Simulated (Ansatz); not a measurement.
# K on Pd(100): change of the work function

How does one ordered layer of K (top site) change the work function of Pd(100), and what dipole does each adsorbate carry?

Program: Ansatz 0.2.0. Level of theory: plane-wave DFT, LDA, Ansatz PAW. Results are calculated unless marked as measured.

Report form: the programs' logs are mostly left out.

### Step 1. The structure

The cell holds 4 atoms: 4 Pd. Cell: a = 2.751 Å, b = 2.751 Å, c = 23.835 Å, α = 90.0°, β = 90.0°, γ = 90.0°. Vacuum lies along c.

### Step 2. The clean slab

The bare slab comes first, as the zero from which every change is counted. The two lowest layers are held at bulk places and the upper ones relax. The dipole correction removes the false field that a one-sided slab makes across the periodic vacuum, so each face gets a flat vacuum level of its own.

File input.yaml:

```yaml
crystal:
  lattice:
    - [2.7506453788, 0.0, 0.0]
    - [0.0, 2.7506453788, 0.0]
    - [0.0, 0.0, 23.835]
  atoms:
    - { symbol: Pd, position: [0.5, 0.5, 0.3775959723] }
    - { symbol: Pd, position: [0.0, 0.0, 0.4591986574] }
    - { symbol: Pd, position: [0.5, 0.5, 0.5408013426] }
    - { symbol: Pd, position: [0.0, 0.0, 0.6224040277] }
kpoints:
  mp_grid: { grid: [11, 11, 1] }
hamiltonian:
  xc: lda
scf:
  occupations: { method: fermi_dirac, width: 0.1 }
  convergence: { dr2_threshold: 1.0e-08 }
efield:
  axis: 3
  dipole_correction: true
  ramp_position: 0.97
  ramp_width: 0.06
relax:
  f_tol: 0.02
  max_steps: 60
  constraints: [{ sites: [0, 1] }]
output:
  write_potential: true
  write_density: true
  volumetric_format: npy
```

Run with:

```bash
ansatz run input.yaml --threads 4 --pin off --max-ram 6144MiB --backend cpu --events-out ev --progress --plain --runs-dir out
```

The job ended after 7 s (4 threads of Intel Xeon 6975P-C (Granite Rapids), shared host; peak memory 0.67 GiB).

Relaxation path:

```
step  energy less that of the first step (eV)  largest force component (eV/Å)
   1                                   0.0000                          0.5533
   2                                  -0.0447                          0.1442
   3                                  -0.0460                          0.0074
```

The run keeps the 8 symmetry operations that it works with, so distortions that break them were not tested.

The atoms that moved most (Å):

```
atom     dx     dy      dz  length
 Pd4  0.000  0.000  -0.177   0.177
 Pd3  0.000  0.000  -0.077   0.077
```

The relaxed structure:

```xyz
4
Lattice="2.7506 0.0000 0.0000 0.0000 2.7506 0.0000 0.0000 0.0000 23.8350" Properties=species:S:1:pos:R:3
Pd    1.3753    1.3753    9.0000
Pd    0.0000    0.0000   10.9450
Pd    1.3753    1.3753   12.8133
Pd    0.0000    0.0000   14.6581
```

This step gave:

```
energy at zero smearing   : -27376.2692 eV
work function, upper face : 5.486 eV
dipole along the normal   : 3.08e-4 e·Å
```

Running mean over 1.945 Å of the planar mean; the ramp of the sawtooth is left out. The electron's electrostatic potential energy less the Fermi level by z:

```
z (Å)  electron's electrostatic potential energy less the Fermi level (eV)
  3.0                                                                 5.49
  3.5                                                                 5.49
  4.0                                                                 5.49
  4.5                                                                 5.49
  5.0                                                                 5.49
  5.5                                                                 5.48
  6.0                                                                 5.46
  6.5                                                                 5.35
  7.0                                                                 4.94
  7.5                                                                 3.07
  8.0                                                                -1.37
  8.5                                                                -5.97
  9.0                                                                -7.87
  9.5                                                                -8.21
 10.0                                                                -8.30
 10.5                                                                -8.41
 11.0                                                                -8.65
 11.5                                                                -9.13
 12.0                                                                -9.31
 12.5                                                                -8.98
 13.0                                                                -8.91
 13.5                                                                -9.33
 14.0                                                                -9.24
 14.5                                                                -8.47
 15.0                                                                -6.98
 15.5                                                                -3.07
 16.0                                                                 1.88
 16.5                                                                 4.58
 17.0                                                                 5.26
 17.5                                                                 5.43
 18.0                                                                 5.47
 18.5                                                                 5.48
 19.0                                                                 5.49
 19.5                                                                 5.49
 20.0                                                                 5.49
 20.5                                                                 5.49
```

The relaxation took 3 steps and lowered the energy by 0.046 eV; the largest force on the free atoms ends at 0.0074 eV/Å.

The work function of the upper face is 5.49 eV.

### Step 3. Adsorbate added

System of this step: KPd16 (K/Pd(100)). The cell holds 17 atoms: 16 Pd and 1 K. Cell: a = 5.501 Å, b = 5.501 Å, c = 27.249 Å, α = 90.0°, β = 90.0°, γ = 90.0°. Vacuum lies along c.

The clean slab as it ended is repeated in the plane and the adsorbate is set on one face; the cell's size fixes the coverage, and the k-mesh shrinks with it to keep the sampling density about even. Adsorbate and upper layers relax, since the dipole depends on the height.

File input.yaml:

```yaml
crystal:
  lattice:
    - [5.5012907576, 0.0, 0.0]
    - [0.0, 5.5012907576, 0.0]
    - [0.0, 0.0, 27.2490906969]
  atoms:
    - { symbol: Pd, position: [0.25, 0.25, 0.3302862507] }
    - { symbol: Pd, position: [0.0, 0.0, 0.4016647792] }
    - { symbol: Pd, position: [0.25, 0.25, 0.4702295839] }
    - { symbol: Pd, position: [0.0, 0.0, 0.5379295353] }
    - { symbol: Pd, position: [0.25, 0.75, 0.3302862507] }
    - { symbol: Pd, position: [0.0, 0.5, 0.4016647792] }
    - { symbol: Pd, position: [0.25, 0.75, 0.4702295839] }
    - { symbol: Pd, position: [0.0, 0.5, 0.5379295353] }
    - { symbol: Pd, position: [0.75, 0.25, 0.3302862507] }
    - { symbol: Pd, position: [0.5, 0.0, 0.4016647792] }
    - { symbol: Pd, position: [0.75, 0.25, 0.4702295839] }
    - { symbol: Pd, position: [0.5, 0.0, 0.5379295353] }
    - { symbol: Pd, position: [0.75, 0.75, 0.3302862507] }
    - { symbol: Pd, position: [0.5, 0.5, 0.4016647792] }
    - { symbol: Pd, position: [0.75, 0.75, 0.4702295839] }
    - { symbol: Pd, position: [0.5, 0.5, 0.5379295353] }
    - { symbol: K, position: [0.0, 0.0, 0.6697137493] }
kpoints:
  mp_grid: { grid: [6, 6, 1] }
hamiltonian:
  xc: lda
scf:
  occupations: { method: fermi_dirac, width: 0.1 }
  convergence: { dr2_threshold: 1.0e-08 }
efield:
  axis: 3
  dipole_correction: true
  ramp_position: 0.97
  ramp_width: 0.06
relax:
  f_tol: 0.02
  max_steps: 60
  constraints: [{ sites: [0, 1, 4, 5, 8, 9, 12, 13] }]
output:
  bader: true
  dos: { projected: true, e_range: [-8, 4] }
  write_potential: true
  write_density: true
  volumetric_format: npy
  elf: true
```

Run time: 2.9 min. Hardware: 4 threads; peak memory 3.7 GiB; 11 min of CPU time.

The steps of the relaxation:

```
step  energy less that of the first step (eV)  largest force component (eV/Å)
   1                                   0.0000                          0.8768
   2                                  -0.1412                          0.9199
   3                                  -0.3415                          0.9098
   4                                  -0.5195                          0.7792
   5                                  -0.6485                          0.4951
   6                                  -0.7228                          0.1816
   7                                  -0.7298                          0.0347
   8                                  -0.7302                          0.0026
```

The run keeps the 8 symmetry operations that it works with, so distortions that break them were not tested.

The atoms that moved most (Å):

```
atom      dx      dy      dz  length
 K17   0.000   0.000  -1.028   1.028
 Pd4   0.000   0.000  -0.103   0.103
Pd16   0.000   0.000   0.068   0.068
Pd12   0.000   0.000   0.049   0.049
 Pd8   0.000   0.000   0.049   0.049
 Pd3   0.016   0.016   0.004   0.023
 Pd7   0.016  -0.016   0.004   0.023
Pd11  -0.016   0.016   0.004   0.023
```

Numbers from this step:

* energy at zero smearing: -111002.9426 eV
* work function, upper face: 1.686 eV
* work function, lower face: 5.495 eV
* dipole along the normal: 0.6372 e·Å
* step between the vacuum levels: -3.810 eV

Running mean over 1.945 Å of the planar mean; the ramp of the sawtooth is left out. Electron's electrostatic potential energy less the Fermi level against z:

z (Å), electron's electrostatic potential energy less the Fermi level (eV) and a bar from the least value:
```
      3.5       5.50 ##############################
      4.0       5.50 ##############################
      4.5       5.49 ##############################
      5.0       5.49 ##############################
      5.5       5.49 ##############################
      6.0       5.46 ##############################
      6.5       5.35 ##############################
      7.0       4.93 #############################
      7.5       3.09 #########################
      8.0      -1.37 ################
      8.5      -5.96 #######
      9.0      -7.87 ###
      9.5      -8.20 ##
     10.0      -8.28 ##
     10.5      -8.38 ##
     11.0      -8.61 #
     11.5      -9.07 
     12.0      -9.25 
     12.5      -8.94 #
     13.0      -8.89 #
     13.5      -9.25 
     14.0      -9.13 
     14.5      -8.43 ##
     15.0      -7.13 ####
     15.5      -3.77 ###########
     16.0       0.01 ###################
     16.5       1.12 #####################
     17.0       0.46 ####################
     17.5       0.00 ###################
     18.0       0.25 ###################
     18.5       0.95 #####################
     19.0       1.43 ######################
     19.5       1.57 ######################
     20.0       1.63 ######################
     20.5       1.66 ######################
     21.0       1.67 ######################
     21.5       1.68 ######################
     22.0       1.68 ######################
     22.5       1.68 ######################
     23.0       1.68 ######################
     23.5       1.69 ######################
     24.0       1.69 ######################
```

The density of states has structure finer than the step of the table below, so its rows give means over 0.5 eV, whole bins alone (the curve runs from -8 to 1.98 eV). Peaks (eV: height): -2.80: 45.2, -2.62: 59.3, -2.38: 57.5, -2.20: 45.6, -1.65: 54.3, -0.54: 48.2, 0.06: 46.8.

The density of states by energy, zero at the Fermi level; means over each step:

```
energy (eV)  density of states (states/eV a cell)
       -7.5                                     0
       -7.0                                 0.108
       -6.5                                  1.19
       -6.0                                  1.42
       -5.5                                  3.27
       -5.0                                  22.5
       -4.5                                  23.5
       -4.0                                  27.6
       -3.5                                  24.5
       -3.0                                  29.6
       -2.5                                  38.6
       -2.0                                  28.0
       -1.5                                  34.8
       -1.0                                  35.3
       -0.5                                  37.3
        0.0                                  27.8
        0.5                                  6.75
        1.0                                  6.24
        1.5                                  5.97
```

Projected DOS per atom over height of the atomic layer and energy from the Fermi level. Layers: Pd4 Pd4 Pd4 Pd4 K from below.

Values in states/eV, 22 rows by 5 columns, each cell a mean:
```
0.03 0.03 0.04 0.04 0.29
0.05 0.05 0.06 0.04 0.42
0.09 0.10 0.11 0.08 0.48
0.38 0.25 0.23 0.33 0.57
1.73 2.09 2.03 1.41 0.36
2.77 2.03 1.88 2.26 0.20
2.83 1.44 1.56 2.43 0.38
2.25 1.62 1.61 2.33 0.26
2.57 1.34 1.06 2.40 0.17
2.36 1.37 1.31 2.48 0.10
1.76 2.42 2.53 2.12 0.06
1.50 1.56 1.38 1.35 0.03
1.61 1.84 1.37 1.61 0.04
1.16 1.89 1.73 1.38 0.05
0.40 1.96 2.56 0.89 0.16
0.28 1.62 2.09 0.56 0.12
0.03 0.14 0.18 0.06 0.04
0.01 0.02 0.02 0.02 0.04
0.00 0.00 0.01 0.01 0.04
0.00 0.00 0.00 0.00 0.01
0.00 0.00 0.00 0.00 0.00
0.00 0.00 0.00 0.00 0.00
```
Columns: height of the atomic layer (Å) from 9 to 17.2 (not evenly spaced); rows upwards: energy from the Fermi level (eV) from -7.96 to 1.95.

Valence density in the ca plane at fractional y = 0.000, with atoms of Pd and K within 0.2 Å of it. It is the smooth field of the valence electrons, not physical close to the nuclei.

Values in units of 1e0 e/Å³, 8 rows by 16 columns, each cell a mean:
```
0.1 0.2 3.6 5.4 0.3 0.4 6.5 2.4 0.7 2.8 0.4 0.0 0.0 0.0 0.0 0.0
0.2 0.2 0.4 0.5 0.2 0.3 0.6 0.3 0.1 0.3 0.1 0.0 0.0 0.0 0.0 0.0
0.1 0.2 0.8 1.1 0.2 0.2 1.1 0.7 0.1 0.0 0.0 0.0 0.0 0.0 0.0 0.0
0.1 0.2 5.0 7.4 0.3 0.3 7.4 5.0 0.1 0.0 0.0 0.0 0.0 0.0 0.0 0.0
0.1 0.2 3.6 5.4 0.3 0.3 5.4 3.6 0.1 0.0 0.0 0.0 0.0 0.0 0.0 0.0
0.2 0.2 0.4 0.5 0.2 0.2 0.5 0.3 0.1 0.0 0.0 0.0 0.0 0.0 0.0 0.0
0.1 0.2 0.8 1.1 0.2 0.3 1.3 0.5 0.2 0.7 0.1 0.0 0.0 0.0 0.0 0.0
0.1 0.2 5.0 7.4 0.3 0.5 8.9 3.3 1.0 3.5 0.5 0.0 0.0 0.0 0.0 0.0
```
Columns run along c (16.0 Å, from fractional 0.29 to 0.88 of the cell), rows up along a (5.5 Å). Atoms in or near the plane, at fractional coordinates: Pd at (0.40, 0.00), Pd at (0.53, 0.00), Pd at (0.40, 0.50), Pd at (0.54, 0.50), K at (0.63, 0.00).

ELF in the ca plane at fractional y = 0.000, with atoms of Pd and K within 0.2 Å of it. It is the smooth field of the valence electrons, not physical close to the nuclei.

Values, 8 rows by 16 columns, each cell a mean:
```
0.15 0.18 0.39 0.44 0.19 0.22 0.46 0.38 0.45 0.83 0.54 0.04 0.05 0.02 0.00 0.00
0.19 0.20 0.22 0.24 0.21 0.21 0.24 0.24 0.15 0.48 0.18 0.02 0.03 0.01 0.00 0.00
0.18 0.20 0.26 0.29 0.20 0.20 0.28 0.27 0.14 0.03 0.01 0.02 0.02 0.01 0.00 0.00
0.14 0.18 0.42 0.44 0.19 0.19 0.44 0.44 0.22 0.12 0.05 0.03 0.01 0.00 0.00 0.00
0.15 0.18 0.39 0.44 0.19 0.19 0.44 0.42 0.21 0.09 0.03 0.03 0.02 0.01 0.00 0.00
0.19 0.20 0.22 0.24 0.21 0.21 0.23 0.24 0.11 0.05 0.02 0.02 0.02 0.01 0.00 0.00
0.18 0.20 0.26 0.29 0.20 0.20 0.30 0.26 0.23 0.69 0.30 0.02 0.04 0.02 0.00 0.00
0.14 0.18 0.42 0.44 0.19 0.23 0.44 0.41 0.49 0.78 0.59 0.04 0.05 0.02 0.00 0.00
```
Columns run along c (16.0 Å, from fractional 0.29 to 0.88 of the cell), rows up along a (5.5 Å). Atoms in or near the plane, at fractional coordinates: Pd at (0.40, 0.00), Pd at (0.53, 0.00), Pd at (0.40, 0.50), Pd at (0.54, 0.50), K at (0.63, 0.00).

Electrostatic potential energy in the ca plane at fractional y = 0.000, with atoms of Pd and K within 0.2 Å of it. With pseudopotentials it is smooth inside the atoms' cores, unlike the true potential.

Ten even steps from '0' (-54 eV) to '9' (7 eV), each cell a mean:
```
99999840004899985100489731147999999999999999
99999974347999997434799864468999999999999999
99999998789999999878999988889999999999999999
99999999999999999999999999999999999999999999
99999998789999999878899999999999999999999999
99999974247999998533689999999999999999999999
99999840004899997200279999999999999999999999
99999840003899996100279999999999999999999999
99999962025999997311489999999999999999999999
99999986568999999766799999999999999999999999
99999999899999999999999999999999999999999999
99999999899999999989999998899999999999999999
99999986568999998656899876678999999999999999
99999962025999996202589742258999999999999999
99999840003899984000488620037999999999999999
```
Columns run along c (16.0 Å, from fractional 0.29 to 0.88 of the cell; values clipped at the 3rd and 97th percentile), rows up along a (5.5 Å). Atoms in or near the plane, at fractional coordinates: Pd at (0.40, 0.00), Pd at (0.53, 0.00), Pd at (0.40, 0.50), Pd at (0.54, 0.50), K at (0.63, 0.00).

The relaxation took 8 steps and lowered the energy by 0.73 eV; the largest force on the free atoms ends at 0.0026 eV/Å.

By hand: a sheet of dipoles makes a step −p/(ε₀A) in the electron's potential. With e/ε₀ = 180.95 V·Å, p = 0.6372 e·Å and A = 30.26 Å², that is −180.95 × (0.6372) / 30.26 = -3.810 eV, and the two vacuum levels of the run differ by -3.810 eV.

The covered face has 1.69 eV, -3.80 eV against the clean one; the bare back face has moved by +0.00 eV, a measure of how thin the slab is.

### Step 4. Work function against coverage

This step: plane-wave DFT, LDA, Ansatz PAW; work function against coverage (Ansatz 0.2.0).

The runs are now put side by side.

This step gave:

* work function of the clean face: 5.486 eV
* largest change of the work function: -3.801 eV

The work function of the covered face by coverage:

```
coverage (adsorbates/nm²)  work function of the covered face (eV)
                     0.00                                    5.49
                     3.30                                    1.69
```

The dipole per adsorbate comes from the change of the cell's dipole. Coverage, by row:

```
coverage (1/nm²)  coverage (ML)  work function (eV)  change (eV)  dipole per adsorbate, positive end outwards (debye)  mean height of the added atoms over the highest substrate atom (Å)
           3.304           0.25               1.686       -3.801                                                3.054                                                               2.494
```

### Step 5. The slab at 0.25 ML, atoms frozen

This step: plane-wave DFT, LDA, Ansatz PAW (Ansatz 0.2.0).

To see where the charge goes, the covered slab, the bare substrate and the adsorbate layer are each run at the same frozen positions and on the same grid.

File input.yaml:

```yaml
crystal:
  lattice:
    - [5.5012907576, 0.0, 0.0]
    - [0.0, 5.5012907576, 0.0]
    - [0.0, 0.0, 27.2490906969]
  atoms:
    - { symbol: Pd, position: [0.25, 0.25, 0.3302862507] }
    - { symbol: Pd, position: [0.0, 0.0, 0.4016647792] }
    - { symbol: Pd, position: [0.252900648, 0.252900648, 0.4703867238] }
    - { symbol: Pd, position: [0.0, 0.0, 0.5341478948] }
    - { symbol: Pd, position: [0.25, 0.75, 0.3302862507] }
    - { symbol: Pd, position: [0.0, 0.5, 0.4016647792] }
    - { symbol: Pd, position: [0.252900648, 0.747099352, 0.4703867238] }
    - { symbol: Pd, position: [0.0, 0.5, 0.5397439853] }
    - { symbol: Pd, position: [0.75, 0.25, 0.3302862507] }
    - { symbol: Pd, position: [0.5, 0.0, 0.4016647792] }
    - { symbol: Pd, position: [0.747099352, 0.252900648, 0.4703867238] }
    - { symbol: Pd, position: [0.5, 0.0, 0.5397439853] }
    - { symbol: Pd, position: [0.75, 0.75, 0.3302862507] }
    - { symbol: Pd, position: [0.5, 0.5, 0.4016647792] }
    - { symbol: Pd, position: [0.747099352, 0.747099352, 0.4703867238] }
    - { symbol: Pd, position: [0.5, 0.5, 0.5404308192] }
    - { symbol: K, position: [0.0, 0.0, 0.6319726108] }
kpoints:
  mp_grid: { grid: [6, 6, 1] }
hamiltonian:
  xc: lda
scf:
  occupations: { method: fermi_dirac, width: 0.1 }
  convergence: { dr2_threshold: 1.0e-08 }
efield:
  axis: 3
  dipole_correction: true
  ramp_position: 0.97
  ramp_width: 0.06
output:
  write_potential: true
  write_density: true
  volumetric_format: npy
```

It took 27 s on 4 threads; peak memory 3.5 GiB; 1.8 min of CPU time.

Numbers from this step:

- dipole along the normal: 0.6371 e·Å
- step between the vacuum levels: -3.809 eV

The work function of the upper face is 1.69 eV.

### Step 6. The substrate of the 0.25 ML cell alone

System of this step: K/Pd(100), substrate alone, atoms held. The cell holds 16 atoms: 16 Pd. Cell: a = 5.501 Å, b = 5.501 Å, c = 27.249 Å, α = 90.0°, β = 90.0°, γ = 90.0°. Vacuum lies along c.

The second part, atoms unmoved.

Changes to input.yaml since step 5:

```diff
@@ -22,3 +22,2 @@
     - { symbol: Pd, position: [0.5, 0.5, 0.5404308192] }
-    - { symbol: K, position: [0.0, 0.0, 0.6319726108] }
 kpoints:
```

It took 29 s on 4 threads; peak memory 3.3 GiB; 1.8 min of CPU time.

This step gave:

* energy at zero smearing: -109505.0685 eV
* work function, upper face: 5.486 eV
* dipole along the normal: 0.001386 e·Å

The work function of the upper face is 5.49 eV.

[end of part 1 of 2]

[Logs are printed without paths, hosts, clocks, repeated set-up lines and the standing remarks that a program may print on its own settings, such as how far it seeks lower states.]

[Hosts, paths, dates, database ids (printed as entryN), source tags and the programs' standing remarks are cut or masked in the printed files.]

[Maps of the electrostatic potential energy from Ansatz leave out the sawtooth potential of an applied field or a dipole correction, so their vacuum need not be flat; planar profiles and work functions include it.]

[The density of states shown here was stored with 400 of the rows of the run's finer table, so its peaks can read low, often by over a quarter, or be missed, and its means over a window can be off by a tenth or more.]
